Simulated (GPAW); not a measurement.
# Fe2 V6 Fe2 001: parallel, opposed and spinless runs

A self-consistent run ends on one state, which hangs on the start. Several orders of Fe2 V6 Fe2 001 are started in GPAW and their energies compared.

Program: GPAW 26.7.0. Level of theory: PBE; plane waves with GPAW's PAW setups, scalar-relativistic. Results are calculated unless marked as measured.

Report form: the programs' logs are mostly left out.

## Step 1: Set-up

The cell holds 10 atoms: 4 Fe and 6 V. Cell: a = 3.024 Å, b = 3.024 Å, c = 24.945 Å, α = 90.0°, β = 90.0°, γ = 90.0°. ideal sites on the substrate's mesh, layer spacings from atomic volumes, unrelaxed, 12 A of vacuum. Vacuum lies along c.

## Step 2: Start 1: ferro ++++

The parallel start comes first: it fits the smallest cell, keeps the most symmetry and shows whether parallel moments form.

order1.py reads:

```python
import json
import numpy as np
from ase import Atoms
from ase.parallel import paropen, parprint
from gpaw import GPAW

atoms = Atoms(['Fe', 'Fe', 'V', 'V', 'V', 'V', 'V', 'V', 'Fe', 'Fe'],
    cell=[[3.024, 0.0, 0.0],
         [0.0, 3.024, 0.0],
         [0.0, 0.0, 24.9454]],
    scaled_positions=[[0.0, 0.0, 0.240526],
         [0.5, 0.5, 0.292254],
         [0.0, 0.0, 0.348432],
         [0.5, 0.5, 0.409059],
         [0.0, 0.0, 0.469686],
         [0.5, 0.5, 0.530314],
         [0.0, 0.0, 0.590941],
         [0.5, 0.5, 0.651568],
         [0.0, 0.0, 0.707746],
         [0.5, 0.5, 0.759474]],
    pbc=True,
    magmoms=[2.6, 2.6, 0.0, 0.0, 0.0, 0.0, 0.0, 0.0, 2.6, 2.6])
atoms.calc = GPAW(mode={'name': 'pw', 'ecut': 450},
    xc='PBE',
    kpts={'size': (20, 20, 1), 'gamma': True},
    occupations={'name': 'fermi-dirac', 'width': 0.05},
    convergence={'density': 1e-05, 'energy': 1e-05},
    maxiter=250,
    mixer={'name': 'pulay', 'beta': 0.03, 'nmaxold': 8, 'weight': 100},
    symmetry={'tolerance': 1e-4},
    txt='order1.txt')
e = atoms.get_potential_energy(force_consistent=True)
res = {'free_energy': e, 'energy_sigma0': atoms.get_potential_energy(), 'fermi_energy': atoms.calc.get_fermi_level()}
res['moments'] = atoms.get_magnetic_moments().tolist()
res['total'] = atoms.get_magnetic_moment()
parprint('site moments (muB):', np.round(res['moments'], 3))
parprint(f"total moment: {res['total']:.3f} muB")
parprint(f'free energy: {e:.6f} eV')
atoms.calc.write('order1.gpw')
with paropen('results.json', 'w') as f:
    json.dump(res, f)
```

Started as:

```sh
OMP_NUM_THREADS=1 mpirun -n 4 gpaw python order1.py > order1.log
```

Wall time 22 min (4 MPI ranks of Arm Neoverse V1, shared host); peak memory 1.8 GiB.

Spin moment in the augmentation sphere by atom:

```
atom  spin moment in the augmentation sphere (μB)
 Fe1                                         2.94
 Fe2                                         1.96
  V3                                        -0.47
  V4                                        -0.06
  V5                                        -0.04
  V6                                        -0.04
  V7                                        -0.06
  V8                                        -0.47
 Fe9                                         1.96
Fe10                                         2.94
```

Numbers from this step:

```
magnetization : 8.664 μB
final state   : ferrimagnetic
```

After 71 cycles the largest moment stands at 2.94 μB.

## Step 3: Order 2, typed as antiferro ++--

Another pattern of signs weighs the neighbour shells otherwise.

order2.py is the script of step 2 with these lines changed:

```diff
@@ -21,3 +21,3 @@
     pbc=True,
-    magmoms=[2.6, 2.6, 0.0, 0.0, 0.0, 0.0, 0.0, 0.0, 2.6, 2.6])
+    magmoms=[2.6, 2.6, 0.0, 0.0, 0.0, 0.0, 0.0, 0.0, -2.6, -2.6])
 atoms.calc = GPAW(mode={'name': 'pw', 'ecut': 450},
@@ -30,3 +30,3 @@
     symmetry={'tolerance': 1e-4},
-    txt='order1.txt')
+    txt='order2.txt')
 e = atoms.get_potential_energy(force_consistent=True)
@@ -38,3 +38,3 @@
 parprint(f'free energy: {e:.6f} eV')
-atoms.calc.write('order1.gpw')
+atoms.calc.write('order2.gpw')
 with paropen('results.json', 'w') as f:
```

Started as:

```sh
OMP_NUM_THREADS=1 mpirun -n 4 gpaw python order2.py > order2.log
```

Run time: 23 min. Hardware: 4 MPI ranks; peak memory 1.7 GiB.

Spin moment in the augmentation sphere by atom:

```
atom  spin moment in the augmentation sphere (μB)
 Fe1                                         2.94
 Fe2                                         1.97
  V3                                        -0.47
  V4                                        -0.01
  V5                                         0.02
  V6                                        -0.02
  V7                                         0.01
  V8                                         0.47
 Fe9                                        -1.97
Fe10                                        -2.94
```

Read from the output:

* magnetization: 0 μB
* final state: antiferromagnetic

It lies 0.216 meV a seeded atom over the first start, and its largest moment is 2.94 μB against 2.94 μB.

## Step 4: Start 3: no spin polarisation

A run without seeds gives the energy of the state without moments.

nospin.py is the script of step 3 with these lines changed:

```diff
@@ -20,4 +20,3 @@
          [0.5, 0.5, 0.759474]],
-    pbc=True,
-    magmoms=[2.6, 2.6, 0.0, 0.0, 0.0, 0.0, 0.0, 0.0, -2.6, -2.6])
+    pbc=True)
 atoms.calc = GPAW(mode={'name': 'pw', 'ecut': 450},
@@ -30,11 +29,7 @@
     symmetry={'tolerance': 1e-4},
-    txt='order2.txt')
+    txt='nospin.txt')
 e = atoms.get_potential_energy(force_consistent=True)
 res = {'free_energy': e, 'energy_sigma0': atoms.get_potential_energy(), 'fermi_energy': atoms.calc.get_fermi_level()}
-res['moments'] = atoms.get_magnetic_moments().tolist()
-res['total'] = atoms.get_magnetic_moment()
-parprint('site moments (muB):', np.round(res['moments'], 3))
-parprint(f"total moment: {res['total']:.3f} muB")
 parprint(f'free energy: {e:.6f} eV')
-atoms.calc.write('order2.gpw')
+atoms.calc.write('nospin.gpw')
 with paropen('results.json', 'w') as f:
```

Started as:

```sh
OMP_NUM_THREADS=1 mpirun -n 4 gpaw python nospin.py > nospin.log
```

It took 7.5 min on 4 MPI ranks; peak memory 1.3 GiB; 30 min of CPU time.

Numbers from this step:

```yaml
final_state: non-magnetic (no spin polarisation)
```

It lies 601 meV a seeded atom over the first start.

## Step 5: Energies of the orders

These are free energies at a smearing of 0.05 eV, so its entropy term is in the differences. They are divided by the number of seeded atoms, so that cells of unlike size compare.

Orders:

```
               start        final state  typed order kept  energy over the lowest (meV a seeded atom)  largest site moment (μB)  net moment (μB a primitive cell)  mesh matched  CPU time (s)
          ferro ++++      ferrimagnetic               yes                                           0                     2.943                             8.664           yes          5281
      antiferro ++--  antiferromagnetic               yes                                      0.2157                     2.942                                 0           yes          5538
no spin polarisation       non-magnetic                 -                                       601.1                         0                                 0           yes          1800
```

## Step 6: Outcome

```
lowest state found                 : ferrimagnetic (typed ferro ++++)
largest site moment                : 2.94 μB
next state                         : antiferromagnetic, 0.216 meV a seeded atom higher
energy gained by spin polarisation : 601 meV a seeded atom
```

What this shows: The lowest state found is ferrimagnetic, reached from the start ferro ++++, with moments up to 2.94 μB. The two lowest states lie so close that the mesh, the functional or spin–orbit coupling could swap them. This is the lowest of 3 finished starts, no proof of the ground state.

[Logs and program files are shortened in this print: banners, set-up blocks, solver, clock and traceback lines can be left out without a mark of their own.]

[Logs are printed without paths, hosts, clocks, repeated set-up lines and the standing remarks that a program may print on its own settings, such as how far it seeks lower states.]

[Hosts, paths, dates, database ids (printed as entryN), source tags and the programs' standing remarks are cut or masked in the printed files.]

[Where a cell is said to come from a database of computed structures, the database is the Materials Project.]
